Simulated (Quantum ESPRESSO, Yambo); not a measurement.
# BaTiO3 (P4mm): G0W0 with and without spin-orbit coupling, part 2 of 2

Is the spin-orbit change of the gap of BaTiO3 (P4mm) the same in DFT and in GW?

Quantum ESPRESSO 7.5 and Yambo 5.3.0; PBE and many-body steps on it, plane waves. Known limits of the many-body steps: not at the basis limit; no spin-orbit coupling in some runs; coarse k mesh.

So far. Step 4 (Scalar-relativistic): The gap on the mesh goes from 1.84 eV to 3.31 eV, a correction of +1.47 eV. Step 5 (Empty states on the mesh, 4×4×4 mesh, 258 bands): On this mesh the gap is 1.844 eV.

The database entry behind the starting cell differs from later determinations by our own check (c/a about 0.6 % short), so it need not match the best structure at ambient conditions.

### 6. Conversion and set-up

This step: Yambo 5.3.0; conversion and set-up on PBE with spin-orbit coupling, plane waves, norm-conserving pseudopotentials.

Started as:

```sh
> (cd o/x.save; p2y > p2y.log; mv SAVE ../..); yambo > setup.log
```

The log of the run:

```text
 Yambo, version 5.3.0

 [02] CORE Variables Setup
 =========================

  [02.01] Unit cells
  ==================

  Cell kind             :  Unknown
  Atoms in the cell     :  Ba  Ti  O
  number of Ba atoms    :  1
  number of Ti atoms    :  1
  number of O  atoms    :  3

  List of atomic masses
  Mass of Ba    :  137.3300
  Mass of Ti    :  47.86700
  Mass of O     :  15.99900

  List of atomic coordinates    : [cc]
  Ba1       :  0.000000  0.000000  0.005467  order 1
  Ti1       :  3.779263  3.779263  3.687340  order 2
[...]
K/Q-points units:
 rlu = crystal or reduced units; cc = cartesian coordinates; iku = interal k-units

 Q [ 1]         [rlu]:  0.000000  0.000000  0.000000
 Q [ 2]         [rlu]:  0.000000  0.000000  0.250000
 Q [ 3]         [rlu]:  0.000000  0.000000 -0.500000
[...]
Q [ 8]         [rlu]:  0.000000 -0.500000  0.250000
 Q [ 9]         [rlu]:  0.000000 -0.500000 -0.500000
 Q [10]         [rlu]:  0.250000  0.250000  0.000000
     [... 6 further rows ...]
 Q [17]         [rlu]: -0.500000 -0.500000  0.250000
 Q [18]         [rlu]: -0.500000 -0.500000 -0.500000

  [03.01] X indexes
  =================

   [03.01.01] Sigma indexes
   ========================

 [06] Game Over & Game summary
```

Run time: 4 s. Hardware: 1 MPI rank of Arm Neoverse V2, shared host; peak memory 0.25 GiB.

### 7. With spin-orbit coupling

This step: G0W0 on PBE with spin-orbit coupling, plane waves, norm-conserving pseudopotentials.

File gw4.in:

```
HF_and_locXC
gw0
dyson
ppa
em1d
rim_cut
RandQpts= 1000000
RandGvec= 1 RL
EXXRLvcs= 76 Ry
VXCRLvcs= 304 Ry
Chimod= "HARTREE"
% BndsRnXp
 1 | 258 |
%
NGsBlkXp= 10 Ry
% LongDrXp
 1 | 1 | 1 |
%
% GbndRnge
 1 | 258 |
%
DysSolver= "n"
ExtendOut
PPAPntXp= 27.21138 eV
% QPkrange
 18 | 18 | 37 | 44 |
 1 | 1 | 37 | 44 |
%
```

Started as:

```sh
> OMP_NUM_THREADS=1 mpirun -n 4 yambo -F gw4.in -J gw4 -C gw4 > gw4.log
```

The log of the run:

```text
 Yambo, version 5.3.0

 [02] CORE Variables Setup
 =========================

  [... cell, symmetries and grids as in the set-up ...]

  [02.05] Energies & Occupations
  ==============================

  [X] === General ===
  [X] Electronic Temperature                        :  0.000000  0.000000 [eV K]
  [X] Bosonic    Temperature                        :  0.000000  0.000000 [eV K]
  [X] Finite Temperature mode                       : no
  [X] El. density                                   :  0.62226E+24 [cm-3]
  [X] Fermi Level                                   :  10.42881 [eV]

  [X] === Gaps and Widths ===
  [X] Conduction Band Min                           :  1.844313 [eV]
  [X] Valence Band Max                              :  0.000000 [eV]
  [X] Filled Bands                                  :   40
  [X] Empty Bands                                   :   41  258
  [X] Direct Gap                                    :  2.140059 [eV]
  [X] Direct Gap localized at k                     :  1
  [X] Indirect Gap                                  :  1.844313 [eV]
  [X] Indirect Gap between kpts                     :  18   1
  [X] Last valence band width                       :  0.919738 [eV]
  [X] 1st conduction band width                     :  2.384173 [eV]

 [03] Transferred momenta grid and indexing
 ==========================================

 IBZ Q-points                                      :  18
 BZ  Q-points                                      :   64

 K/Q-points units:
 rlu = crystal or reduced units; cc = cartesian coordinates; iku = interal k-units

 Q [ 1]         [rlu]:  0.000000  0.000000  0.000000
 Q [ 2]         [rlu]:  0.000000  0.000000  0.250000
 Q [ 3]         [rlu]:  0.000000  0.000000 -0.500000
[...]
[Hartree-Fock] El. density                        :  0.62226E+24 [cm-3]
  [Hartree-Fock] Fermi Level                        :  10.42881 [eV]

  [Hartree-Fock] === Gaps and Widths ===
  [Hartree-Fock] Conduction Band Min                :  1.919054 [eV]
  [Hartree-Fock] Valence Band Max                   : -0.037230 [eV]
  [Hartree-Fock] Filled Bands                       :   40
  [Hartree-Fock] Empty Bands                        :   41  258
  [Hartree-Fock] Direct Gap                         :  2.419657 [eV]
  [Hartree-Fock] Direct Gap localized at k          :  2
  [Hartree-Fock] Indirect Gap                       :  1.956284 [eV]
  [Hartree-Fock] Indirect Gap between kpts          :  17   2
  [Hartree-Fock] Last valence band width            :  4.914487 [eV]
  [Hartree-Fock] 1st conduction band width          :  11.04063 [eV]

 [08] Dyson equation: Newton solver
 ==================================

  [08.01] G0W0 (W PPA)
  ====================

  [  GW  ] Bands range     :    1  258
  [GW/PPA] G damping       :  0.100000 [eV]

  QP @ state[ 1 ] K range:  1  1
  QP @ state[ 1 ] b range:   37   44
  QP @ state[ 2 ] K range:  18  18
  QP @ state[ 2 ] b range:   37   44

   Sc/G bands                                       :    1  258
   Sc/G damping                                     :  0.100000 ev
   Sc bands terminator                              : no
   Sx RL components                                 :   4945

   QP @ state[ 1 ] K range                          :  1  1
   QP @ state[ 1 ] b range                          :   37   44
   QP @ state[ 2 ] K range                          :  18  18
   QP @ state[ 2 ] b range                          :   37   44
   GF energies kind                                 : Perdew, Burke & Ernzerhof(X)+Perdew, Burke & Ernzerhof(C)
   GF WF`s kind                                     : Perdew, Burke & Ernzerhof(X)+Perdew, Burke & Ernzerhof(C)
   Xs energies kind                                 : Perdew, Burke & Ernzerhof(X)+Perdew, Burke & Ernzerhof(C)
   Xs WF`s kind                                     : Perdew, Burke & Ernzerhof(X)+Perdew, Burke & Ernzerhof(C)

 [11] Game Over & Game summary
```

It took 17 min on 4 MPI ranks; peak memory 5.5 GiB; 69 min of CPU time.

This step gave:

```yaml
g0w0_gap_on_the_points_computed: 3.311 eV
starting_gap_on_the_mesh: 1.844 eV
k_of_the_valence_top: -0.5, -0.5, -0.5
k_of_the_conduction_bottom: 0, 0, 0
least_direct_g0w0_gap_on_the_computed_points: 3.615 eV
z_at_the_valence_top: 0.7633
z_at_the_conduction_bottom: 0.7775
```

Against G0W0 in Yambo (4×4×4 mesh, 129 bands, screening to 136.1 eV, Godby-Needs plasmon pole), the gap moves by −0.001 eV.

### 8. Side by side

Times are wall times on 4 MPI ranks of Arm Neoverse V2, shared host, good to a factor of about two.

```tsv
run	mesh	bands	screening cutoff (eV)	DFT gap (eV)	gap on the mesh (eV)	direct (eV)	time
scalar-relativistic	4×4×4	129	136.1	1.845	3.312	3.663	3.9 min
with spin-orbit coupling	4×4×4	258	136.1	1.844	3.311	3.615	17 min
```

### 9. Outcome

| Quantity | Value |
| --- | --- |
| scalar-relativistic | 3.312 eV |
| with spin-orbit coupling | 3.311 eV |
| known limits | not at the basis limit; no spin-orbit coupling in some runs; coarse k mesh |

**Reading.** With spin-orbit coupling: −0.001 eV against scalar-relativistic. Bands and cutoff are finite, so the gap is not at the basis limit. The miss can reach some tenths of an eV and take either sign; the mesh is an error of its own. In the G0W0 runs levels were corrected at 2 k points alone, so a gap called «on the mesh» is the least over those, and an edge elsewhere would be missed. The 4×4×4 mesh is coarse for this cell, which bears on the long-range parts of exchange and screening.

[Paths, hosts, dates, memory and timing lines, banners, echoed tables and standing remarks are left out of the program output.]

[Logs are printed without paths, hosts, clocks, repeated set-up lines and the standing remarks that a program may print on its own settings, such as how far it seeks lower states.]

[Runs of the session that timed out or met a known fault of the program may be left out.]

[Hosts, paths, dates, database ids (printed as entryN), source tags and the programs' standing remarks are cut or masked in the printed files.]
